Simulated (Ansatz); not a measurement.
# MnV (Pm-3m): Grüneisen parameters, part 2 of 2

Aim: how the phonons of MnV (Pm-3m) shift with volume, and the thermal expansion that follows.

Ansatz 0.2.0; DFT PBEsol, scalar-relativistic, plane waves, PAW; PAW set soft_1.

So far, highest frequency on the path or at a solved wavevector (cm⁻¹): step 2 (response at finite wavevector) 388.

## Step 4: Phonons at the other volume, volume ratio 0.97

The phonons are repeated at this volume on the same k and q meshes.

Contents of input.yaml:

```yaml
crystal:
  lattice:
    - [2.8086429843, 0.0, 0.0]
    - [0.0, 2.8086429843, 0.0]
    - [0.0, 0.0, 2.8086429843]
  atoms:
    - { symbol: Mn, position: [0.0, 0.0, 0.0] }
    - { symbol: V, position: [0.5, 0.5, 0.5] }
kpoints:
  mp_grid: { grid: [16, 16, 16] }
hamiltonian:
  xc: pbesol
  pseudopotentials: { kind: paw, azcp: { folder: soft_1 }, xc_functional: pbe }
scf:
  occupations: { method: methfessel_paxton, width: 0.2 }
output:
  eigenvalues: true
phonons:
  method: dfpt
  qmesh: [4, 4, 4]
  temperatures: { t_max: 1000, t_step: 50 }
  qpath:
    path:
      - [[0.0, 0.0, 0.0], [0.0, 0.5, 0.0], [0.5, 0.5, 0.0], [0.0, 0.0, 0.0], [0.5, 0.5, 0.5], [0.0, 0.5, 0.0]]
      - [[0.5, 0.5, 0.5], [0.5, 0.5, 0.0]]
    npoints: 10
```

The run is started by

```sh
ansatz run input.yaml --threads 4 --pin off --max-ram 10240MiB --backend cpu --events-out ev --progress --plain --runs-dir out
```

Numbers of over 12 decimals in the logs are rounded to 6 here.

Log:

```text
[...]
Crystal: 2 atoms, lattice volume = 22.156 Å³
Basis set: ecut = 420 eV, 461 PW (Γ), exchange–correlation on 40×40×40 points (8 copies of the dense FFT grid, shifted against one another)
Bands: 18, of which v1, the nominal top of the filled ones, is band 14 counted from 1 (13 counted from 0)
Symmetry: 48 space group operations
k-points: 165 of 4096
[...]
SCF iter   1: F=—  HF=-6755.706869 eV  |F-HF|=—  |Δ(HF+E_count)|=         —  Δρ=1.55e-1  dr2=6.05e0  ethr=3.10e-3  ⟨swp⟩=3.3  Hψ=10797  notcnv=0
[...]
SCF iter  10: F=-6754.676419 eV  HF=-6754.676419 eV  |F-HF|=4.55e-12  |Δ(HF+E_count)|=  5.46e-12  S|Δr|=    0.00e0  Δρ=6.58e-8  dr2=1.20e-12  ethr=1.00e-12  ⟨swp⟩=5.1  Hψ=11471  notcnv=0
[...]
SCF 1 converged in 10 iterations: F = -6754.676419 eV  dr2 = 1.20e-12
[...]
SCF iter   6: F=-6754.676419 eV  HF=-6754.676419 eV  |F-HF|=7.28e-12  |Δ(HF+E_count)|=  9.09e-13  S|Δr|=    0.00e0  Δρ=1.58e-7  dr2=6.76e-12  ethr=1.00e-12  ⟨swp⟩=1.0  Hψ=3630  notcnv=0
SCF 2 converged in 6 iterations: F = -6754.676419 eV  dr2 = 6.76e-12
[...]
NSCF: frozen V_eff on 165 k-points
[...]
SCF converged after 10 iterations
[...]
Free energy (F): -6754.676419 eV
[...]
Internal energy: -6754.678069 eV  (E = F + TS)
E sigma→0 (E₀):  -6754.676832 eV
Entropy (-TS):   0.001650 eV (0.825 meV/atom)
Fermi energy:    20.269621 eV
[...]
--- Band table (eV; the first three rows and the last of 165) ---
  k-point 0: bands = [... 10 lower, 15.7002, 19.3329, 19.3329, 19.3329, 21.5983, 21.5983, 23.2624, 23.2624]
  k-point 1: bands = [... 10 lower, 15.7557, 19.3277, 19.3277, 19.3615, 21.5323, 21.6238, 23.1325, 23.1325]
  k-point 2: bands = [... 10 lower, 15.9131, 19.3154, 19.3154, 19.4462, 21.3380, 21.6972, 22.7855, 22.7855]
  k-point 164: bands = [... 10 lower, 17.8913, 17.9277, 17.9277, 17.9277, 21.2125, 21.2125, 22.9890, 22.9890]
[...]
ASR residual: 2.854e-5 → 0.000e0 eV/Å²; symmetrization residual: 2.625e-6 eV/Å²
  ASR residual per site (eV/Å²): 2.85e-5 1.53e-5
  Γ frequencies (cm⁻¹): 0.00 0.00 0.00 271.64 271.64 271.64
--- Phonons (arbitrary-q DFPT): 10 irreducible q on the 4×4×4 mesh ---
[...]
interpolated dispersion: 62 rows × 6 modes
[...]
```

The job ended after 7.9 min (4 threads of Arm Neoverse V1, shared host; peak memory 2.9 GiB; 30 min of CPU time).

Numbers from this step:

* sum-rule residual before enforcement: 2.85e-5 eV/Å²
* highest frequency on the path or at a solved wavevector: 403.8 cm⁻¹
* mean frequency: 272.5 cm⁻¹
* Debye temperature (second moment): 520 K
* logarithmic mean frequency: 263.3 cm⁻¹
* highest optical mode at the zone centre (no LO-TO term): 271.6 cm⁻¹
* lowest optical zone-centre mode: 271.6 cm⁻¹
* lowest mode on the q mesh (acoustic modes at Γ apart): 107.8 cm⁻¹
* zero-point energy per atom: 50.69 meV
* heat capacity at 300 K: 21.56 J/(mol atoms K)
* vibrational entropy at 300 K: 20.90 J/(mol atoms K)

Frequencies (cm⁻¹) solved at each irreducible wavevector; negative means imaginary. Frequencies by wavevector, by row:

| q in reciprocal lattice units | star | mode 1 | mode 2 | mode 3 | mode 4 | mode 5 | mode 6 |
| --- | --- | --- | --- | --- | --- | --- | --- |
| 0 0 0 | 1 | 0 | 0 | 0 | 271.6 | 271.6 | 271.6 |
| 0 0 0.25 | 6 | 107.8 | 107.8 | 233.4 | 263.4 | 263.4 | 361.7 |
| 0 0 -0.5 | 3 | 180.8 | 180.8 | 226.8 | 226.8 | 329 | 403.8 |
| 0 0.25 0.25 | 12 | 149.4 | 197.7 | 245.1 | 273.8 | 321.2 | 333.6 |
| 0 0.25 -0.5 | 12 | 198 | 230 | 252.8 | 272 | 334.5 | 369.9 |
| 0 -0.5 -0.5 | 3 | 194.9 | 217.8 | 291.3 | 291.3 | 355.9 | 355.9 |
| 0.25 0.25 0.25 | 8 | 227.1 | 227.1 | 285.4 | 314.8 | 314.8 | 314.8 |
| 0.25 0.25 -0.5 | 12 | 258.9 | 268.7 | 275.2 | 290.4 | 326.3 | 346.1 |
| 0.25 -0.5 -0.5 | 6 | 276 | 295.7 | 299.1 | 299.1 | 343.8 | 343.8 |
| -0.5 -0.5 -0.5 | 1 | 313 | 313 | 313 | 318.8 | 318.8 | 318.8 |

The highest optical mode at the zone centre (no LO-TO term) is 271.6 cm⁻¹, +16.0 cm⁻¹ against the base run.

## Step 5: Relaxing at another volume, volume ratio 1.03

The volume is scaled by 1.03 and held; symmetry leaves nothing to relax, so this is a single point. The modes can then be followed against volume.

input.yaml, the sections that differ from step 4:

```yaml
crystal:
  lattice:
    - [2.8653985379, 0.0, 0.0]
    - [0.0, 2.8653985379, 0.0]
    - [0.0, 0.0, 2.8653985379]
  atoms:
    - { symbol: Mn, position: [0.0, 0.0, 0.0] }
    - { symbol: V, position: [0.5, 0.5, 0.5] }
output:
  forces: true
  stress: true
  eigenvalues: true
# kpoints, hamiltonian, scf: as in step 4
# phonons: removed
```

Log:

```text
[...]
Crystal: 2 atoms, lattice volume = 23.526 Å³
Basis set: ecut = 420 eV, 461 PW (Γ), exchange–correlation on 40×40×40 points (8 copies of the dense FFT grid, shifted against one another)
Bands: 18, of which v1, the nominal top of the filled ones, is band 14 counted from 1 (13 counted from 0)
Symmetry: 48 space group operations
[...]
k-points: 165 of 4096
[...]
--- Band table (eV; the first three rows and the last of 165) ---
  k-point 0: bands = [... 10 lower, 14.7102, 18.0461, 18.0461, 18.0461, 20.1411, 20.1411, 21.6639, 21.6639]
  k-point 1: bands = [... 10 lower, 14.7591, 18.0413, 18.0413, 18.0727, 20.0817, 20.1640, 21.5451, 21.5451]
  k-point 2: bands = [... 10 lower, 14.8971, 18.0300, 18.0300, 18.1511, 19.9066, 20.2299, 21.2270, 21.2270]
  k-point 164: bands = [... 10 lower, 16.6812, 16.6929, 16.6929, 16.6929, 19.7658, 19.7658, 21.4147, 21.4147]
[key lines of the parts left out:]
SCF converged after 8 iterations
Free energy (F): -6754.678173 eV
Fermi energy:    18.885350 eV
P = ⅓ Tr σ = -7.3335 GPa (-73.335 kbar)
```

Run time: 1.8 s. Hardware: 4 threads; peak memory 0.42 GiB.

This step gave:

```
pressure        : -7.334 GPa
volume per atom : 11.76 Å³
```

The run ends at a pressure of -7.33 GPa.

## Step 6: Phonons at the other volume, volume ratio 1.03

The phonons are repeated at this volume on the same k and q meshes.

input.yaml, as its differences from that of step 5:

```diff
@@ -16,4 +16,11 @@
 output:
-  forces: true
-  stress: true
   eigenvalues: true
+phonons:
+  method: dfpt
+  qmesh: [4, 4, 4]
+  temperatures: { t_max: 1000, t_step: 50 }
+  qpath:
+    path:
+      - [[0.0, 0.0, 0.0], [0.0, 0.5, 0.0], [0.5, 0.5, 0.0], [0.0, 0.0, 0.0], [0.5, 0.5, 0.5], [0.0, 0.5, 0.0]]
+      - [[0.5, 0.5, 0.5], [0.5, 0.5, 0.0]]
+    npoints: 10
```

Log:

```text
[...]
Crystal: 2 atoms, lattice volume = 23.526 Å³
Basis set: ecut = 420 eV, 461 PW (Γ), exchange–correlation on 40×40×40 points (8 copies of the dense FFT grid, shifted against one another)
Bands: 18, of which v1, the nominal top of the filled ones, is band 14 counted from 1 (13 counted from 0)
Symmetry: 48 space group operations
k-points: 165 of 4096
[...]
k-point 164: bands = [... 10 lower, 16.6812, 16.6929, 16.6929, 16.6929, 19.7657, 19.7657, 21.4147, 21.4147]
[...]
ASR residual: 7.215e-5 → 0.000e0 eV/Å²; symmetrization residual: 1.725e-6 eV/Å²
  ASR residual per site (eV/Å²): 7.21e-5 2.91e-5
  Γ frequencies (cm⁻¹): 0.00 0.00 0.00 240.03 240.03 240.03
--- Phonons (arbitrary-q DFPT): 10 irreducible q on the 4×4×4 mesh ---
[...]
interpolated dispersion: 62 rows × 6 modes
[...]
[key lines of the parts left out:]
SCF converged after 10 iterations
Free energy (F): -6754.678174 eV
Fermi energy:    18.885342 eV
```

The job ended after 8.4 min (4 threads; peak memory 3 GiB).

Numbers from this step:

* sum-rule residual before enforcement: 7.21e-5 eV/Å²
* highest frequency on the path or at a solved wavevector: 373.5 cm⁻¹
* mean frequency: 248.2 cm⁻¹
* Debye temperature (second moment): 473 K
* logarithmic mean frequency: 240.1 cm⁻¹
* highest optical mode at the zone centre (no LO-TO term): 240.0 cm⁻¹
* lowest optical zone-centre mode: 240.0 cm⁻¹
* lowest mode on the q mesh (acoustic modes at Γ apart): 99.95 cm⁻¹
* zero-point energy per atom: 46.15 meV
* heat capacity at 300 K: 22.09 J/(mol atoms K)
* vibrational entropy at 300 K: 22.91 J/(mol atoms K)

Frequencies (cm⁻¹) solved at each irreducible wavevector; negative means imaginary. Frequencies by wavevector, by row:

| q in reciprocal lattice units | star | mode 1 | mode 2 | mode 3 | mode 4 | mode 5 | mode 6 |
| --- | --- | --- | --- | --- | --- | --- | --- |
| 0 0 0 | 1 | 0 | 0 | 0 | 240 | 240 | 240 |
| 0 0 0.25 | 6 | 100 | 100 | 214.2 | 233.3 | 233.3 | 334.8 |
| 0 0 -0.5 | 3 | 164 | 164 | 207.1 | 207.1 | 303.1 | 373.5 |
| 0 0.25 0.25 | 12 | 137.6 | 186.8 | 217.8 | 247 | 282.5 | 314.7 |
| 0 0.25 -0.5 | 12 | 178.8 | 208.5 | 234.5 | 249.5 | 300.6 | 336.8 |
| 0 -0.5 -0.5 | 3 | 173.3 | 196.4 | 274.6 | 274.6 | 312.9 | 312.9 |
| 0.25 0.25 0.25 | 8 | 212.6 | 212.6 | 252.1 | 279.6 | 279.6 | 298.3 |
| 0.25 0.25 -0.5 | 12 | 240 | 246.5 | 251.2 | 265.9 | 291.6 | 313.3 |
| 0.25 -0.5 -0.5 | 6 | 251.8 | 270.4 | 279.5 | 279.5 | 304.9 | 304.9 |
| -0.5 -0.5 -0.5 | 1 | 284.2 | 284.2 | 284.2 | 289.6 | 289.6 | 289.6 |

The highest optical mode at the zone centre (no LO-TO term) is 240.0 cm⁻¹, -15.6 cm⁻¹ against the base run.

## Step 7: Grüneisen parameters

The Grüneisen parameter of a mode is minus the logarithmic change of its frequency with volume, −d ln ω / d ln V; weighted by heat capacity it gives the expansion.

Numbers from this step:

| Quantity | Value |
| --- | --- |
| bulk modulus | 264.7 GPa |

The phonon branches at the labelled points (cm⁻¹):

| point | branch 1 | branch 2 | branch 3 | branch 4 | branch 5 | branch 6 |
| --- | --- | --- | --- | --- | --- | --- |
| Γ | 0 | 0 | 0 | 256 | 256 | 256 |
| halfway | 104 | 104 | 224 | 248 | 248 | 348 |
| X | 172 | 172 | 217 | 217 | 316 | 388 |
| halfway | 188 | 219 | 244 | 261 | 317 | 353 |
| M | 184 | 207 | 283 | 283 | 334 | 334 |
| halfway | 143 | 192 | 231 | 260 | 301 | 324 |
| Γ | 0 | 0 | 0 | 256 | 256 | 256 |
| halfway | 220 | 220 | 268 | 297 | 297 | 306 |
| R | 298 | 298 | 298 | 304 | 304 | 304 |
| halfway | 250 | 258 | 263 | 278 | 308 | 329 |
| X | 172 | 172 | 217 | 217 | 316 | 388 |
| jump to R | 298 | 298 | 298 | 304 | 304 | 304 |
| halfway | 264 | 283 | 289 | 289 | 324 | 324 |
| M | 184 | 207 | 283 | 283 | 334 | 334 |

The same for volume x 0.97:

| point | branch 1 | branch 2 | branch 3 | branch 4 | branch 5 | branch 6 |
| --- | --- | --- | --- | --- | --- | --- |
| Γ | 0 | 0 | 0 | 272 | 272 | 272 |
| X | 181 | 181 | 227 | 227 | 329 | 404 |
| M | 195 | 218 | 291 | 291 | 356 | 356 |
| Γ | 0 | 0 | 0 | 272 | 272 | 272 |
| R | 313 | 313 | 313 | 319 | 319 | 319 |
| X | 181 | 181 | 227 | 227 | 329 | 404 |
| R | 313 | 313 | 313 | 319 | 319 | 319 |
| M | 195 | 218 | 291 | 291 | 356 | 356 |

The same for volume x 1.03:

| point | branch 1 | branch 2 | branch 3 | branch 4 | branch 5 | branch 6 |
| --- | --- | --- | --- | --- | --- | --- |
| Γ | 0 | 0 | 0 | 240 | 240 | 240 |
| X | 164 | 164 | 207 | 207 | 303 | 374 |
| M | 173 | 196 | 275 | 275 | 313 | 313 |
| Γ | 0 | 0 | 0 | 240 | 240 | 240 |
| R | 284 | 284 | 284 | 290 | 290 | 290 |
| X | 164 | 164 | 207 | 207 | 303 | 374 |
| R | 284 | 284 | 284 | 290 | 290 | 290 |
| M | 173 | 196 | 275 | 275 | 313 | 313 |

The first set of phonon branches as a text plot (rows in cm⁻¹):

```
    395 |      **                                        *
    379 |     *  **                                    **
    362 |    *     *                                  *
    345 |   *       **                               *
    328 |            ***** ****                     *        ****
    311 |      ******     ***  *     ************************
    294 |  *             ******     *  *************      ****
    278 | *   *     *****      **    **  ***      ***       *****
    261 |*** *      *    *   *  *****   *          ***       *
    244 |   **    **      *   **       * **         ***       *
    227 |   * ** ***       ****         *            ****     **
    210 |       *** *******                           *  *     **
    193 |          ****  *   *       **                *        *
    177 |       ***    ** *    *       *                **
    160 |      *           ** *
    143 |  *  *              *      ***
    126 |    *                 **
    109 |   *                 *
     93 | *                    **   *
     76 |                          *
     59 |  *                    **
     42 |**                      * *
     25 |*                       *
      8 |                         *
         Γ      X      M          Γ            R        X|R     M
```

Mode Grueneisen parameter -dln(w)/dln(V), modes matched by rank; at Γ the acoustic branches take the value of a neighbouring point of the path. The mode Grüneisen parameters at the labelled points ():

| point | branch 1 | branch 2 | branch 3 | branch 4 | branch 5 | branch 6 |
| --- | --- | --- | --- | --- | --- | --- |
| Γ | 1.41 | 1.41 | 1.36 | 2.06 | 2.06 | 2.06 |
| halfway | 1.25 | 1.25 | 1.43 | 2.02 | 2.02 | 1.29 |
| X | 1.62 | 1.62 | 1.51 | 1.51 | 1.37 | 1.30 |
| halfway | 1.70 | 1.64 | 1.25 | 1.44 | 1.77 | 1.57 |
| M | 1.96 | 1.72 | 0.98 | 0.98 | 2.15 | 2.15 |
| halfway | 1.37 | 0.95 | 1.97 | 1.72 | 2.14 | 0.97 |
| Γ | 1.45 | 0.81 | 1.64 | 2.06 | 2.06 | 2.06 |
| halfway | 1.10 | 1.10 | 2.07 | 1.98 | 1.98 | 0.90 |
| R | 1.61 | 1.61 | 1.61 | 1.60 | 1.60 | 1.60 |
| halfway | 1.26 | 1.44 | 1.52 | 1.47 | 1.87 | 1.66 |
| X | 1.62 | 1.62 | 1.51 | 1.51 | 1.37 | 1.30 |
| jump to R | 1.61 | 1.61 | 1.61 | 1.60 | 1.60 | 1.60 |
| halfway | 1.53 | 1.49 | 1.13 | 1.13 | 2.00 | 2.00 |
| M | 1.96 | 1.72 | 0.98 | 0.98 | 2.15 | 2.15 |

The mode Grüneisen parameters as a text plot (rows in , shown from 0.9 to 2.1 only):

```
   2.12 |             ***  ****          **                    **
   2.07 |***         **  *     ******** *                     *
   2.02 |   *                 *        *    *                *
   1.96 |*   *      *  *     *          *         **        *
   1.91 |            ** * *      *     * **                *    *
   1.86 |     *           *        *             ** *
   1.80 |            *   **         ***    * *
   1.75 | *         *    * **      *        *   *  * *         *
   1.70 |           *****    *             * *            *     *
   1.65 |       * ***     *** *****      **  *      * *  *    **
   1.59 |  *   * * *            *             ***    **** *
   1.54 |      * **                              *  ** ** *****
   1.49 |       * **       **              * *  * ********* **
   1.43 |*  ***    *             ** *           *  ****
   1.38 |***   *****         *               *       * ***
   1.33 | **  *  *  *           *           *    **     *
   1.27 |   ** **         *   **         **      *  *    * *
   1.22 |    **            **              *      *         *
   1.17 |            *                      *      *
   1.11 |           *                ** ***                  *
   1.06 |             *    ** *        *
   1.01 |            *  ***                                   ***
   0.96 |             **     *       ***
   0.90 |                     *    **   *
         Γ      X      M          Γ            R        X|R     M
```

(dS/dlnV)/C_V. Table of thermodynamic Grueneisen parameter by temperature:

| temperature (K) | thermodynamic Grueneisen parameter |
| --- | --- |
| 50 | 1.39 |
| 100 | 1.5 |
| 150 | 1.52 |
| 200 | 1.53 |
| 250 | 1.53 |
| 300 | 1.54 |
| 350 | 1.54 |
| 400 | 1.54 |
| 450 | 1.54 |
| 500 | 1.54 |
| 550 | 1.54 |
| 600 | 1.54 |
| 650 | 1.54 |
| 700 | 1.54 |
| 750 | 1.54 |
| 800 | 1.54 |
| 850 | 1.54 |
| 900 | 1.54 |
| 950 | 1.54 |
| 1000 | 1.54 |

Gamma C_V/(B V) at the static volume. Volume expansion against temperature:

| temperature (K) | volume expansion (1e-6/K) |
| --- | --- |
| 50 | 1.23 |
| 100 | 7.52 |
| 150 | 12.7 |
| 200 | 15.7 |
| 250 | 17.4 |
| 300 | 18.4 |
| 350 | 19.1 |
| 400 | 19.5 |
| 450 | 19.9 |
| 500 | 20.1 |
| 550 | 20.2 |
| 600 | 20.4 |
| 650 | 20.5 |
| 700 | 20.6 |
| 750 | 20.6 |
| 800 | 20.7 |
| 850 | 20.8 |
| 900 | 20.8 |
| 950 | 20.8 |
| 1000 | 20.8 |

## Step 8: Outcome

```
bulk modulus                               : 265 GPa
thermodynamic Grüneisen parameter at 300 K : 1.536
volume expansion at 300 K, estimated       : 18.42 × 10⁻⁶ K⁻¹
```

What this shows: By this estimate the volume grows by 18.4 × 10⁻⁶ per kelvin at 300 K. The highest optical mode at Γ goes from 272 to 240 cm⁻¹ as the cell grows, a Grüneisen parameter of 2.06. Mode parameters on the path run from 0.81 to 2.1, with a median of 1.6. Branches are matched by rank, so values near crossings are rough. The expansion is the Grüneisen estimate at the static volume, with the static bulk modulus. With no gap, or one that is small against the smearing, the frequencies hang on the k mesh and the smearing, most of all near Kohn anomalies. The phonon runs are without spin polarisation, although Mn and V often carries a moment. The PAW files were made for PBE and serve the other functionals too.

[Logs are printed without paths, hosts, clocks, repeated set-up lines and the standing remarks that a program may print on its own settings, such as how far it seeks lower states.]

[Hosts, paths, dates, database ids (printed as entryN), source tags and the programs' standing remarks are cut or masked in the printed files.]
